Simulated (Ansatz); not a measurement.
# Is the response still linear at 0.3 V/Å? Hf2NF2 MXene monolayer

The dipole of a slab grows in proportion to a weak field along its normal. Does the weak-field slope carry to a strong field?

**Method.** Ansatz 0.2.0, plane waves with PAW datasets (its set soft_2), PBE-D3(BJ); atoms held at their relaxed places, 18 Å of vacuum, dipole correction, cell area 8.78 Å², 18×18 k-points, smearing 0.05 eV. Without field the slab has no gap over 0.05 eV.

```tsv
run	field (V/Å)	dipole (e·Å)
run 1	−0.05	−0.01338
run 2	0.00	0.00000
run 3	0.05	0.01338
run 4	0.10	0.02677
run 5	0.30	?
```

**Question.** What value belongs in the row marked “?”, and how far can the other rows tell?

A least-squares line through the 4 rows shown has slope 0.267660 and intercept 0.000001; no row lies more than 0.00001 e·Å off it. A perfect conductor with that slope would be 180.95 × 0.26766 / 8.78 = 5.52 Å thick. At 0.30 it gives 0.267660 × 0.30 + 0.000001 = 0.08030 e·Å, beyond the rows fitted. Rounding and scatter of the rows alone allow about ±0.00002 e·Å there.

The run itself gives 0.08044 e·Å: a miss of +0.00014 e·Å. That is under 1 % of the induced dipole, so the response is still linear.

Caveats: Ions are held, so this is the electronic response. Of the series that stay linear within 1 %, this collection keeps about one in seven, and it keeps all that bend. With a small gap or none the response hangs on mesh and smearing, which were not varied here. Spin-orbit coupling is left out, which changes the bands of elements this heavy.

[Logs are printed without paths, hosts, clocks, repeated set-up lines and the standing remarks that a program may print on its own settings, such as how far it seeks lower states.]
